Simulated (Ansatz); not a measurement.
## How Mg(0001) screens a field

Aim: image plane and induced charge of Mg(0001).

Method: plane-wave DFT, PBE, Ansatz PAW, in Ansatz 0.2.0.

This is a report of a sequence of runs, with the program logs left out and the cost of each run kept.

### 1. Starting point

The cell holds 5 atoms: 5 Mg. Its edges and angles: a = 3.210 Å, b = 3.210 Å, c = 28.426 Å, α = 90.0°, β = 90.0°, γ = 60.0°. Vacuum lies along c.

Coordinates:

```cif
data_structure
_symmetry_space_group_name_H-M 'P 1'
_symmetry_Int_Tables_number 1
_cell_length_a 3.2100
_cell_length_b 3.2100
_cell_length_c 28.4261
_cell_angle_alpha 90.000
_cell_angle_beta 90.000
_cell_angle_gamma 60.000
_cell_volume 253.66
loop_
_atom_site_label
_atom_site_type_symbol
_atom_site_fract_x
_atom_site_fract_y
_atom_site_fract_z
_atom_site_occupancy
Mg1 Mg 0.00000 0.00000 0.31661 1
Mg2 Mg 0.66667 0.66667 0.40831 1
Mg3 Mg 0.00000 0.00000 0.50000 1
Mg4 Mg 0.66667 0.66667 0.59169 1
Mg5 Mg 0.00000 0.00000 0.68339 1
```

### 2. Atoms held, field 0

A sawtooth potential applies the field, turning back in the middle of the vacuum. With the dipole correction the typed value is the field outside the slab. The induced dipole is small, so the SCF threshold is tight.

input.yaml

```yaml
crystal:
  lattice:
    - [3.21, 0.0, 0.0]
    - [1.605, 2.7799415461, 0.0]
    - [0.0, 0.0, 28.42608]
  atoms:
    - { symbol: Mg, position: [0.0, 0.0, 0.3166106618] }
    - { symbol: Mg, position: [0.6666666667, 0.6666666667, 0.4083053309] }
    - { symbol: Mg, position: [0.0, 0.0, 0.5] }
    - { symbol: Mg, position: [0.6666666667, 0.6666666667, 0.5916946691] }
    - { symbol: Mg, position: [0.0, 0.0, 0.6833893382] }
kpoints:
  mp_grid: { grid: [18, 18, 1] }
hamiltonian:
  xc: pbe
scf:
  occupations: { method: fermi_dirac, width: 0.1 }
  convergence: { dr2_threshold: 1.0e-10 }
efield:
  axis: 3
  dipole_correction: true
  ramp_position: 0.97
  ramp_width: 0.06
  amplitude: 0
output:
  forces: true
  write_potential: true
  write_density: true
  volumetric_format: npy
```

The run is started by

```console
$ ansatz run input.yaml --threads 2 --pin off --max-ram 3072MiB --backend cpu --events-out ev --progress --plain --runs-dir out
```

Run time: 5.1 s. Hardware: 2 threads of AMD EPYC 9R45, shared host; peak memory 0.56 GiB; 9.9 s of CPU time.

Read from the output:

| Quantity | Value |
| --- | --- |
| energy at zero smearing | -9618.3979 eV |
| work function, upper face | 3.735 eV |
| dipole along the normal | 4.21e-8 e·Å |

Running mean over 2.60652 Å of the planar mean; the ramp of the sawtooth is left out. Electron's electrostatic potential energy less the Fermi level against z:

```csv
z (Å),electron's electrostatic potential energy less the Fermi level (eV)
4,3.73
5,3.72
6,3.59
7,2.55
8,-2.12
9,-4.03
10,-4.05
11,-4.05
12,-4.04
13,-4.04
14,-4.04
15,-4.04
16,-4.04
17,-4.05
18,-4.04
19,-4.08
20,-3.47
21,1.04
22,3.37
23,3.69
24,3.73
25,3.73
```

The work function of the upper face is 3.73 eV.

### 3. Atoms held, field 0.05 V/Å

input.yaml, as its differences from that of step 2:

```diff
@@ -23,3 +23,3 @@
   ramp_width: 0.06
-  amplitude: 0
+  amplitude: 0.05
 output:
```

Elapsed: 5.3 s, on 2 threads; peak memory 0.55 GiB; 10 s of CPU time.

The dipole is 0.0352 e·Å.

### 4. Single point, field -0.05 V/Å

input.yaml, as its differences from that of step 3:

```diff
@@ -23,3 +23,3 @@
   ramp_width: 0.06
-  amplitude: 0.05
+  amplitude: -0.05
 output:
```

The job ended after 5.4 s (2 threads; peak memory 0.55 GiB; 10 s of CPU time).

The dipole is -0.0352 e·Å.

### 5. Single point, field 0.1 V/Å

input.yaml, as its differences from that of step 4:

```diff
@@ -23,3 +23,3 @@
   ramp_width: 0.06
-  amplitude: -0.05
+  amplitude: 0.1
 output:
```

It took 5.5 s on 2 threads; peak memory 0.55 GiB; 11 s of CPU time.

The dipole is 0.0704 e·Å.

### 6. Atoms held, field -0.1 V/Å

input.yaml, as its differences from that of step 5:

```diff
@@ -23,3 +23,3 @@
   ramp_width: 0.06
-  amplitude: 0.1
+  amplitude: -0.1
 output:
```

Run time: 5.5 s. Hardware: 2 threads; peak memory 0.55 GiB.

The dipole is -0.0704 e·Å.

### 7. Single point, field 0.2 V/Å

input.yaml, as its differences from that of step 6:

```diff
@@ -23,3 +23,3 @@
   ramp_width: 0.06
-  amplitude: -0.1
+  amplitude: 0.2
 output:
```

Run time: 5.6 s. Hardware: 2 threads; peak memory 0.55 GiB.

The dipole is 0.141 e·Å.

### 8. Atoms held, field -0.2 V/Å

input.yaml, as its differences from that of step 7:

```diff
@@ -23,3 +23,3 @@
   ramp_width: 0.06
-  amplitude: 0.2
+  amplitude: -0.2
 output:
```

Wall time 5.4 s (2 threads); peak memory 0.55 GiB; 11 s of CPU time.

The dipole is -0.141 e·Å.

### 9. Atoms held, field 0.4 V/Å

input.yaml, as its differences from that of step 8:

```diff
@@ -23,3 +23,3 @@
   ramp_width: 0.06
-  amplitude: -0.2
+  amplitude: 0.4
 output:
@@ -29 +29,2 @@
   volumetric_format: npy
+  elf: true
```

The job ended after 5.3 s (2 threads; peak memory 0.55 GiB).

Running mean over 2.60652 Å of the planar mean, with the applied field; the ramp of the sawtooth is left out. The electron's electrostatic potential energy less the Fermi level by z:

```csv
z (Å),electron's electrostatic potential energy less the Fermi level (eV)
4,2.54
5,2.92
6,3.15
7,2.39
8,-2.15
9,-4.03
10,-4.05
11,-4.05
12,-4.04
13,-4.04
14,-4.04
15,-4.04
16,-4.04
17,-4.05
18,-4.04
19,-4.09
20,-3.47
21,1.14
22,3.71
23,4.39
24,4.82
25,5.22
```

The dipole is 0.282 e·Å.

### 10. The response

This step: plane-wave DFT, PBE, Ansatz PAW; screening of a field by a metal slab (Ansatz 0.2.0).

The dipoles give the slope, and the difference of two potentials shows where the field is screened.

This step gave:

| Property | Result |
| --- | --- |
| equivalent conductor thickness p/(ε₀AE) | 14.28 Å |
| distance between the outer atoms | 10.43 Å |
| inner field over outer field | 7.12e-4 |
| image plane, upper face | 1.967 Å |
| induced electrons on the upper face over ε₀E | -0.9942 |
| image plane, lower face | 1.967 Å |
| induced electrons on the lower face over ε₀E | 0.9942 |

The dipole of the cell by applied field:

```csv
applied field (V/Å),dipole of the cell (e·Å)
-0.200,-0.141
-0.100,-0.0704
-0.050,-0.0352
0.000,0
0.050,0.0352
0.100,0.0704
0.200,0.141
0.400,0.282
```

Local field over the applied field, running mean. From the potentials at -0.05 and 0.05 V/Å; running mean over 2.60652 Å. Table of local field over applied field by z:

```csv
z (Å),local field over applied field
4.5,0.986
5.0,0.968
5.5,0.929
6.0,0.854
6.5,0.727
7.0,0.553
7.5,0.364
8.0,0.198
8.5,0.0774
9.0,0.00808
9.5,-0.0132
10.0,-0.00600
10.5,0.00334
11.0,0.00381
11.5,-5.7e-4
12.0,-0.00201
12.5,8.6e-4
13.0,0.00301
13.5,0.00132
14.0,-0.00146
14.5,-0.00120
15.0,0.00175
15.5,0.00291
16.0,3.5e-4
16.5,-0.00210
17.0,3.3e-5
17.5,0.00425
18.0,0.00238
18.5,-0.00776
19.0,-0.0124
19.5,0.0151
20.0,0.0917
20.5,0.220
21.0,0.391
21.5,0.581
22.0,0.749
22.5,0.868
23.0,0.937
23.5,0.972
24.0,0.988
```

The induced electron density oscillates, so the rows of the table below give means over 1 Å (shorter at the two ends). Its distinct maxima (Å: e/Å³ per V/Å): 7.6: 0.00334, 10.4: 4.2e-4, 19.2: 7.7e-4. Distinct minima: 9.2: -7.7e-4, 18.1: -4.2e-4, 20.9: -0.00334.

Electrons, planar mean, per unit field. Table of induced electron density by z; means over each step:

```csv
z (Å),induced electron density (e/Å³ per V/Å)
5,1.7e-4
6,8.1e-4
7,0.00254
8,0.00235
9,-4.9e-4
10,1.1e-4
11,1.4e-5
12,-6.9e-5
13,7.1e-5
14,-4.4e-5
15,3.9e-5
16,-8.3e-5
17,1.7e-4
18,-2.9e-4
19,4.9e-4
20,-9.2e-4
21,-0.00306
22,-0.00144
23,-3.4e-4
24,-7.5e-5
```

By hand: between -0.05 and 0.05 V/Å the dipole changes by 0.07043 e·Å, a slope of 0.7043 e·Å²/V. A perfect conductor of thickness t has p = ε₀AEt, so t = 180.95 × 0.7043 / 8.924 = 14.28 Å (e/ε₀ = 180.95 V·Å, A in Å²). Less the 10.43 Å between the outer atoms, and halved, that puts each image plane 1.93 Å out.

The induced dipole is that of a conductor 14.28 Å thick.

### 11. The same run with other settings: crystal.symmetry = {"detect": false}

This step: plane-wave DFT, PBE, Ansatz PAW (Ansatz 0.2.0).

A run with a changed input: it repeats the earlier run at 0.05 V/Å with crystal.symmetry to detect: false.

input.yaml, as its differences from that of step 9:

```diff
@@ -11,2 +11,3 @@
     - { symbol: Mg, position: [0.0, 0.0, 0.6833893382] }
+  symmetry: { detect: false }
 kpoints:
@@ -23,3 +24,3 @@
   ramp_width: 0.06
-  amplitude: 0.4
+  amplitude: 0.05
 output:
@@ -29,2 +30 @@
   volumetric_format: npy
-  elf: true
```

It took 22 s on 2 threads; peak memory 1.1 GiB; 43 s of CPU time.

Read from the output:

```
energy at zero smearing : -9618.3988 eV
dipole along the normal : 0.03522 e·Å
```

```csv
quantity,this run,earlier run,difference
dipole along the normal (e·Å),0.03522,0.03522,-6.3e-9
```

The dipole moves by under 0.5 % or 5e-5 e·Å.

### 12. Varying the input: scf.mixing.algorithm = "broyden" and scf.mixing.beta = 0.1

Another changed input: it repeats the earlier run at 0.05 V/Å with scf.mixing.algorithm to broyden and scf.mixing.beta to 0.1.

input.yaml, as its differences from that of step 11:

```diff
@@ -11,3 +11,2 @@
     - { symbol: Mg, position: [0.0, 0.0, 0.6833893382] }
-  symmetry: { detect: false }
 kpoints:
@@ -19,2 +18,3 @@
   convergence: { dr2_threshold: 1.0e-10 }
+  mixing: { algorithm: broyden, beta: 0.1 }
 efield:
```

Elapsed: 6.8 s, on 2 threads; peak memory 0.56 GiB; 13 s of CPU time.

```csv
quantity,this run,earlier run,difference
dipole along the normal (e·Å),0.03522,0.03522,1.6e-7
```

The dipole moves by under 0.5 % or 5e-5 e·Å. The run took 15 SCF cycles against 9.

### 13. What came out

```json
{
 "work function": "3.73 eV",
 "image plane, upper face": "1.97 Å",
 "induced electrons on the upper face over ε₀E": "-0.994",
 "equivalent conductor thickness p/(ε₀AE)": "14.3 Å",
 "inner field over outer field": "7.1e-4"
}
```

The induced charge has its centre 1.97 Å outside the outermost atoms; this is the plane from which a capacitor's gap or an image potential counts. The equivalent conductor thickness exceeds the distance between the outer atoms by 3.86 Å, about the sum of the two image-plane distances. In the middle of the slab the field is screened to under 0.5 % of its outer value. The atoms are held at bulk positions with the tabulated experimental lattice constant.

[Long decimals in the printed logs are rounded to 6 places.]

[Logs are printed without paths, hosts, clocks, repeated set-up lines and the standing remarks that a program may print on its own settings, such as how far it seeks lower states.]

[Hosts, paths, dates, database ids (printed as entryN), source tags and the programs' standing remarks are cut or masked in the printed files.]

[Maps of the electrostatic potential energy from Ansatz leave out the sawtooth potential of an applied field or a dipole correction, so their vacuum need not be flat; planar profiles and work functions include it.]
